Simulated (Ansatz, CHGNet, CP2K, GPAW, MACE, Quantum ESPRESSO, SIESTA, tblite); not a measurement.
**Random packing of 70AlN-30Al2O3 (mol %) (78 atoms) in CP2K**

How do the settings of CP2K change the result for random packing of 70AlN-30Al2O3 (mol %) (78 atoms)? A plane-wave run serves as the yardstick.

Calculated with CP2K 2026.2; the method is named at each step.

### 1. The starting structure

The cell holds 78 atoms: 35 Al, 19 N and 24 O. Cell: a = 9.322 Å, b = 9.322 Å, c = 9.322 Å, α = 90.0°, β = 90.0°, γ = 90.0°. 78 atoms (35 Al, 19 N, 24 O) packed at random in a cube at 3.27 g/cm³ and pushed apart as soft spheres, cations and anions kept from their own kind; a start for melting by ab initio MD, not an equilibrated structure. Then every atom was moved at random, 0.05 Å r.m.s. a Cartesian component.

The yardstick, on the same geometry:

| Property | Result |
| --- | --- |
| method | Kohn-Sham DFT, PBE, SSSP efficiency 1.3.0 pseudopotentials, plane waves (Quantum ESPRESSO 7.5); sssp-pbe-1.3.0-efficiency, cutoffs 60/480 Ry, Γ point |
| r.m.s. force component | 2.024 eV/Å |
| longest force | 5.888 eV/Å |
| pressure | 10.62 GPa |
| time | 12 min on 2 MPI ranks of Intel Xeon at 2.30GHz, shared host |
| CPU time | 25 min |

### 2. PBE, DZVP-MOLOPT-SR, 600/50 Ry, diagonalisation

Method: Kohn-Sham DFT, PBE, GTH-PBE pseudopotentials, Gaussian and plane waves, DZVP-MOLOPT-SR-GTH, diagonalisation.

The input, input.inp:

```
&GLOBAL
  PROJECT cell
  RUN_TYPE ENERGY_FORCE
  PRINT_LEVEL LOW
&END GLOBAL
&FORCE_EVAL
  METHOD QS
  STRESS_TENSOR ANALYTICAL
  &DFT
    BASIS_SET_FILE_NAME BASIS_MOLOPT
    POTENTIAL_FILE_NAME GTH_POTENTIALS
    &MGRID
      CUTOFF 600
      REL_CUTOFF 50
      NGRIDS 5
    &END MGRID
    &QS
      EPS_DEFAULT 1.0E-12
    &END QS
    &SCF
      SCF_GUESS ATOMIC
      EPS_SCF 1.0E-06
      MAX_SCF 200
      ADDED_MOS 14
      &DIAGONALIZATION
        ALGORITHM STANDARD
      &END DIAGONALIZATION
      &SMEAR ON
        METHOD FERMI_DIRAC
        ELECTRONIC_TEMPERATURE [K] 580
      &END SMEAR
      &MIXING
        METHOD BROYDEN_MIXING
        ALPHA 0.3
        NBROYDEN 8
      &END MIXING
      &PRINT
        &RESTART OFF
        &END RESTART
      &END PRINT
    &END SCF
    &XC
      &XC_FUNCTIONAL PBE
      &END XC_FUNCTIONAL
    &END XC
    &PRINT
      &MULLIKEN ON
      &END MULLIKEN
      &HIRSHFELD ON
        SHAPE_FUNCTION DENSITY
      &END HIRSHFELD
      &MO ON
        EIGENVALUES T
        OCCUPATION_NUMBERS T
        MO_INDEX_RANGE 161 184
        &EACH
          QS_SCF 0
        &END EACH
        ADD_LAST NUMERIC
      &END MO
    &END PRINT
  &END DFT
  &SUBSYS
    &CELL
      A 9.32240 0.00000 0.00000
      B 0.00000 9.32240 0.00000
      C 0.00000 0.00000 9.32240
    &END CELL
    &COORD
      Al 7.01613 1.52486 3.12925
      Al 9.29676 0.84004 5.48176
      Al 1.92125 5.73896 6.96038
      Al 9.04944 7.60838 3.50261
      Al 8.32528 2.80958 7.07915
      Al 3.77818 1.81768 1.02099
      Al 8.92918 5.24646 4.18175
      Al 5.00026 4.46040 0.91341
      Al 7.38148 3.09830 0.02685
      Al 1.09986 8.54379 0.77749
      Al 1.99453 6.17423 0.32237
      Al 0.71587 3.09289 5.35507
      Al 6.25347 8.12680 2.69222
      Al 4.21717 4.14893 5.00939
      Al 7.43722 8.46959 5.36933
      Al 2.12448 2.73072 7.23950
      Al 6.98742 5.70139 0.45176
      Al 0.71755 1.72595 0.49893
      Al 8.97794 5.62439 8.05679
      Al 4.76794 2.96807 8.18647
      Al 2.77164 3.87858 0.11233
      Al 2.63964 7.54928 2.30506
      Al 4.84345 0.20379 4.32746
      Al 1.57427 9.01653 3.90180
      Al 6.12333 1.35296 0.87612
      Al 0.64362 2.98224 2.97524
      Al 2.16951 9.24474 8.18320
      Al 4.54542 5.92513 8.21825
      Al 9.00684 0.36451 8.03693
      Al 8.10163 7.77087 1.24426
      Al 7.56755 7.53446 8.22217
      Al 4.77689 0.71037 7.14851
      Al 4.57115 7.75847 5.98237
      Al 6.12286 5.97939 4.54029
      Al 6.05825 4.59221 6.67819
      N 6.19716 0.70543 5.52473
      N 0.60316 3.84633 7.02378
      N 7.27716 4.57860 8.12988
      N 5.82277 7.81236 4.58979
      N 0.75903 1.39733 7.00821
      N 0.08297 7.50658 8.51909
      N 2.30739 1.83167 8.92182
      N 7.73927 4.34629 5.76348
      N 3.42729 4.18995 7.33915
      N 6.21431 7.93420 6.96271
      N 1.12158 5.60957 2.97925
      N 3.50737 7.24873 9.10798
      N 4.62251 2.52926 5.83144
      N 5.90061 6.92151 8.98176
      N 0.45102 8.46138 6.32534
      N 4.21596 5.73262 5.91814
      N 6.96122 3.74220 2.24838
      N 4.10558 6.88245 3.18537
      N 0.30083 9.03499 2.49150
      O 5.34080 8.89087 1.35855
      O 6.00325 3.98700 4.19051
[... 18 atom lines left out ...]
      O 4.41649 0.83613 8.93431
      O 3.33639 5.51578 1.37095
      O 3.67442 3.20430 3.07770
      O 6.60250 2.56841 6.96113
    &END COORD
    &KIND Al
      BASIS_SET DZVP-MOLOPT-SR-GTH-q3
      POTENTIAL GTH-PBE-q3
    &END KIND
    &KIND N
      BASIS_SET DZVP-MOLOPT-SR-GTH-q5
      POTENTIAL GTH-PBE-q5
    &END KIND
    &KIND O
      BASIS_SET DZVP-MOLOPT-SR-GTH-q6
      POTENTIAL GTH-PBE-q6
    &END KIND
  &END SUBSYS
  &PRINT
    &FORCES ON
    &END FORCES
    &STRESS_TENSOR ON
    &END STRESS_TENSOR
  &END PRINT
&END FORCE_EVAL
```

Started as:

```bash
$ OMP_NUM_THREADS=1 mpirun -np 4 cp2k.psmp -i input.inp > output.txt
```

Numbers of over 12 decimals in the logs are rounded to 6 here.

The log of the run:

```text
CP2K| version string:                                       CP2K version 2026.2
 CP2K| Input file name                                                 input.inp
 GLOBAL| Basis set file name                                        BASIS_MOLOPT
 GLOBAL| Potential file name                                      GTH_POTENTIALS
 GLOBAL| Run type                                                   ENERGY_FORCE
 GLOBAL| Total number of message passing processes                             4
 GLOBAL| Number of threads for this process                                    1
 TOTAL NUMBERS AND MAXIMUM NUMBERS
  Total number of            - Atomic kinds:                                   3
                             - Atoms:                                         78
                             - Shell sets:                                    78
                             - Shells:                                       390
                             - Primitive Cartesian functions:                355
                             - Cartesian basis functions:                   1092
                             - Spherical basis functions:                   1014
  Maximum angular momentum of- Orbital basis functions:                        2
                             - Local part of the GTH pseudopotential:          2
                             - Non-local part of the GTH pseudopotential:      2
 SCF PARAMETERS         Density guess:                                    ATOMIC
                        max_scf:                                             200
                        eps_scf:                                        1.00E-06
                        added MOs                                        14    0
                        Mixing method:                            BROYDEN_MIXING
                                                charge density mixing in g-space
                        Smear method:                                FERMI_DIRAC
                        Electronic temperature [K]:                        580.0
                        Electronic temperature [a.u.]:                  1.84E-03
                        Accuracy threshold:                             1.00E-10
 Extrapolation method: initial_guess
 Number of electrons:                                                        344
 Number of occupied orbitals:                                                172
 Number of molecular orbitals:                                               186
 Number of orbital functions:                                               1014
 Number of independent orbital functions:                                   1014
 SCF WAVEFUNCTION OPTIMIZATION
  Step     Update method      Time    Convergence         Total energy    Change
     1 NoMix/Diag. 0.30E+00    2.8     1.52275484      -652.6415439440 -6.53E+02
     2 Broy./Diag. 0.30E+00    5.2     1.46501273      -591.9897737529  6.07E+01
     3 Broy./Diag. 0.30E+00    4.9     1.72150924      -651.7072462534 -5.97E+01
     4 Broy./Diag. 0.30E+00    4.8     0.69606541      -646.2924049961  5.41E+00
[...]
*** the last MO => Add more MOs for proper smearing.                   ***
[...]
36 Broy./Diag. 0.30E+00    5.7     0.00000159      -644.9764885571 -1.56E-06
    37 Broy./Diag. 0.30E+00    5.5     0.00000087      -644.9764872622  1.29E-06
  *** SCF run converged in    37 steps ***
  Electronic density on regular grids:       -343.9999999999        0.0000000001
  Core density on regular grids:              343.9999999996       -0.0000000004
  Total charge density on r-space grids:       -0.0000000003
  Total charge density g-space grids:          -0.0000000003
  Overlap energy of the core charge distribution:               8.74906e-09
  Self energy of the core charge distribution:              -1666.257082
  Core Hamiltonian energy:                                    465.308971
  Hartree energy:                                             717.320545
  Exchange-correlation energy:                               -161.340339
  Electronic entropic energy:                                  -0.00858144
  Fermi energy:                                                 0.262988
  Total energy:                                              -644.976487
  Total energy (extrapolated to T->0):                       -644.972197
 MO| EIGENVALUES AND OCCUPATION NUMBERS
 MO|
 MO|  Index      Eigenvalue [a.u.]        Eigenvalue [eV]             Occupation
 MO|    161               0.236197               6.427234               1.999999
 MO|    162               0.238962               6.502491               1.999996
 MO|    163               0.239793               6.525097               1.999993
[...]
MO|    183               0.291207               7.924159               0.000000
 MO|    184               0.294416               8.011463               0.000000
 MO| Sum:                                                             344.000000
 MO| E(Fermi):            0.262988 a.u.          7.156263 eV
 !-----------------------------------------------------------------------------!
                     Mulliken Population Analysis
 #  Atom  Element  Kind  Atomic population                           Net charge
       1     Al       1          2.190080                              0.809920
       2     Al       1          2.707846                              0.292154
       3     Al       1          2.335302                              0.664698
[...]
77     O        3          6.313899                             -0.313899
      78     O        3          6.396850                             -0.396850
 # Total charge                            344.000000                  0.000000
 !-----------------------------------------------------------------------------!
 !-----------------------------------------------------------------------------!
                           Hirshfeld Charges
  #Atom  Element  Kind  Ref Charge     Population                    Net charge
      1       Al     1       3.000          2.662                         0.338
      2       Al     1       3.000          2.718                         0.282
      3       Al     1       3.000          2.611                         0.389
[...]
77       O      3       6.000          6.134                        -0.134
     78       O      3       6.000          6.230                        -0.230
  Total Charge                                                           -0.000
 !-----------------------------------------------------------------------------!
 ENERGY| Total FORCE_EVAL ( QS ) energy [hartree]           -644.976490
 FORCES| Atomic forces [hartree/bohr]
 FORCES|   Atom     x               y               z               |f|
 FORCES|      1 -4.68843466E-03  7.64490133E-02  4.03307467E-02   8.65621290E-02
 FORCES|      2 -5.53065615E-03 -4.66106145E-02 -3.62415436E-02   5.93008181E-02
 FORCES|      3  2.76374631E-02  1.46746339E-02 -6.33204216E-02   7.06303762E-02
[...]
FORCES|     77  4.34380698E-02 -7.19596493E-03 -1.64956245E-02   4.70186500E-02
 FORCES|     78 -4.68525992E-02  3.04565082E-02  3.60858299E-02   6.65203132E-02
 FORCES| Sum     4.60163990E-03 -7.67170659E-04  2.84918393E-03
 FORCES| Total atomic force                                       5.46639641E-03
 STRESS| Analytical stress tensor [bar]
 STRESS|                        x                   y                   z
 STRESS|      x        7.42112982852E+04   5.81412634690E+03  -1.38444134304E+04
 STRESS|      y        5.81412634690E+03   1.10347165413E+05   6.55589570863E+03
 STRESS|      z       -1.38444134304E+04   6.55589570863E+03   1.24672486833E+05
 STRESS| 1/3 Trace                                             1.03076983510E+05
```

Wall time 3.6 min (4 MPI ranks of Intel Xeon at 2.30GHz, shared host); peak memory 3.4 GiB; 14 min of CPU time.

Banners, paths, timers and routine set-up lines are dropped from the logs unmarked, and long logs keep their key lines alone; longer cuts are marked.

Numbers from this run, and their distance from the reference:

| Property | Result |
| --- | --- |
| r.m.s. force component | 2.016 eV/Å |
| r.m.s. difference of force components | 56.47 meV/Å |
| longest difference of force vectors | 244.5 meV/Å |
| force difference over r.m.s. force | 2.79 % |
| slope of forces against the reference's | 0.9954 |
| correlation of force components | 0.9996 |
| pressure | 10.31 GPa |
| pressure difference | -0.3116 GPa |

Length of the force difference by element (eV/Å):

```
element  atoms   mean  most
     Al     35  0.082  0.16
      N     19  0.080  0.18
      O     24   0.10  0.24
```

The surroundings of Al8, which bears the longest force, nearest first, numbered as they follow in the input and with coordinates relative to it.

```
atom      x      y      z  distance (Å)  Hirshfeld charge (e)     Fx     Fy  Fz (eV/Å)
 Al8   0.00   0.00   0.00          0.00                  0.21  -0.19  -0.15       5.81
 O76  -1.66   1.06   0.46          2.02                 -0.19   1.26  -1.20      -2.08
 O67   1.01   1.27   1.30          2.08                 -0.21  -0.45   0.52      -1.22
Al17   1.99   1.24  -0.46          2.39                  0.24   0.90  -1.84       2.55
Al21  -2.23  -0.58  -0.80          2.44                  0.23  -2.71  -1.01       1.42
 N52   1.96  -0.72   1.33          2.48                 -0.12  -1.24  -1.78      -3.62
Al28  -0.45   1.46  -2.02          2.53                  0.26  -1.36   1.03      -0.58
Al20  -0.23  -1.49  -2.05          2.55                  0.22   0.87  -0.15      -1.17
 O77  -1.33  -1.26   2.16          2.83                 -0.13   2.23  -0.37      -0.85
 Al9   2.38  -1.36  -0.89          2.88                  0.20   1.57   2.26       1.29
 N49   0.90   2.46  -1.25          2.91                 -0.27   1.71   0.15      -0.04
 Al6  -1.22  -2.64   0.11          2.91                  0.31  -3.71  -1.98       1.69
```

Forces lie 2.8 % from the reference's, at 0.58 times its CPU time (on 4 against 2 cores).

### 3. PBE, SZV-MOLOPT-SR, 600/50 Ry, diagonalisation

Method: Kohn-Sham DFT, PBE, GTH-PBE pseudopotentials, Gaussian and plane waves, SZV-MOLOPT-SR-GTH, diagonalisation.

Edit input.inp of step 2 so:

```diff
@@ -68,7 +68,8 @@
     &END CELL
-    &COORD
-[... 78 atom lines left out: the same atoms as in the first run ...]
-    &END COORD
+    &TOPOLOGY
+      COORD_FILE_NAME structure.xyz
+      COORD_FILE_FORMAT XYZ
+    &END TOPOLOGY
     &KIND Al
-      BASIS_SET DZVP-MOLOPT-SR-GTH-q3
+      BASIS_SET SZV-MOLOPT-SR-GTH-q3
       POTENTIAL GTH-PBE-q3
@@ -76,3 +77,3 @@
     &KIND N
-      BASIS_SET DZVP-MOLOPT-SR-GTH-q5
+      BASIS_SET SZV-MOLOPT-SR-GTH-q5
       POTENTIAL GTH-PBE-q5
@@ -80,3 +81,3 @@
     &KIND O
-      BASIS_SET DZVP-MOLOPT-SR-GTH-q6
+      BASIS_SET SZV-MOLOPT-SR-GTH-q6
       POTENTIAL GTH-PBE-q6
```

The input, structure.xyz:

```xyz
78

Al 7.01613 1.52486 3.12925
Al 9.29676 0.84004 5.48176
Al 1.92125 5.73896 6.96038
Al 9.04944 7.60838 3.50261
Al 8.32528 2.80958 7.07915
Al 3.77818 1.81768 1.02099
Al 8.92918 5.24646 4.18175
Al 5.00026 4.46040 0.91341
Al 7.38148 3.09830 0.02685
Al 1.09986 8.54379 0.77749
Al 1.99453 6.17423 0.32237
Al 0.71587 3.09289 5.35507
Al 6.25347 8.12680 2.69222
Al 4.21717 4.14893 5.00939
Al 7.43722 8.46959 5.36933
Al 2.12448 2.73072 7.23950
Al 6.98742 5.70139 0.45176
Al 0.71755 1.72595 0.49893
Al 8.97794 5.62439 8.05679
Al 4.76794 2.96807 8.18647
[... 54 atom lines left out ...]
O 4.41649 0.83613 8.93431
O 3.33639 5.51578 1.37095
O 3.67442 3.20430 3.07770
O 6.60250 2.56841 6.96113
```

Started as:

```bash
$ OMP_NUM_THREADS=2 cp2k.psmp -i input.inp > output.txt
```

The log of the run:

```text
CP2K| version string:                                       CP2K version 2026.2
 CP2K| Input file name                                                 input.inp
 GLOBAL| Basis set file name                                        BASIS_MOLOPT
 GLOBAL| Potential file name                                      GTH_POTENTIALS
[... lines left out ...]
 Number of electrons:                                                        344
[... lines left out ...]
  Step     Update method      Time    Convergence         Total energy    Change
[... lines left out ...]
  *** SCF run converged in    46 steps ***
[... lines left out ...]
  Fermi energy:                                                 0.315732
  Total energy:                                              -640.973395
  Total energy (extrapolated to T->0):                       -640.968550
[... lines left out ...]
 MO| E(Fermi):            0.315732 a.u.          8.591497 eV
[... lines left out ...]
 ENERGY| Total FORCE_EVAL ( QS ) energy [hartree]           -640.973387
[... lines left out ...]
 FORCES|      1  4.79586451E-03  8.84254189E-02  1.87815082E-02   9.05251350E-02
 FORCES|      2  2.06641933E-03 -3.65058063E-02 -4.97452074E-02   6.17375870E-02
 FORCES|      3  2.24447009E-02  2.36063155E-02 -5.55630046E-02   6.44070665E-02
[...]
FORCES|     77  3.57732775E-02 -7.28226887E-03 -1.57864310E-02   3.97739893E-02
 FORCES|     78 -7.20168829E-02  1.64467094E-02  1.86313820E-02   7.61843427E-02
 FORCES| Sum     5.79532027E-03 -1.42927755E-04  2.65538595E-03
 FORCES| Total atomic force                                       6.37630300E-03
 STRESS| Analytical stress tensor [bar]
 STRESS|                        x                   y                   z
 STRESS|      x        3.08327910479E+05   1.00018110756E+04  -1.36576936601E+04
 STRESS|      y        1.00018110756E+04   3.26513736683E+05  -1.80092068684E+04
 STRESS|      z       -1.36576936601E+04  -1.80092068684E+04   3.47985694877E+05
 STRESS| 1/3 Trace                                             3.27609114013E+05
```

Wall time 4.7 min (2 threads); peak memory 2.2 GiB.

Numbers from this run, and their distance from the reference:

```yaml
r_m_s_force_component: 2.002 eV/Å
r_m_s_difference_of_force_components: 686.7 meV/Å
longest_difference_of_force_vectors: 3020 meV/Å
force_difference_over_r_m_s_force: 33.93 %
slope_of_forces_against_the_reference_s: 0.9314
correlation_of_force_components: 0.9419
pressure: 32.76 GPa
pressure_difference: 22.14 GPa
```

This is a coarse setting, run to see what it loses.

Against the first run (2.8 %), the force difference from the reference is 34 %, at 0.57 times the CPU time (on 2 against 4 cores), with 312 basis functions against 1014: the smaller basis costs accuracy.

(Part 1 of 2 ends here.)

[Also dropped from logs without a mark: logging warnings of Python, and SIESTA's first energy breakdown and zero terms.]

[Logs are printed without paths, hosts, clocks, repeated set-up lines and the standing remarks that a program may print on its own settings, such as how far it seeks lower states.]

[Hosts, paths, dates, database ids (printed as entryN), source tags and the programs' standing remarks are cut or masked in the printed files.]
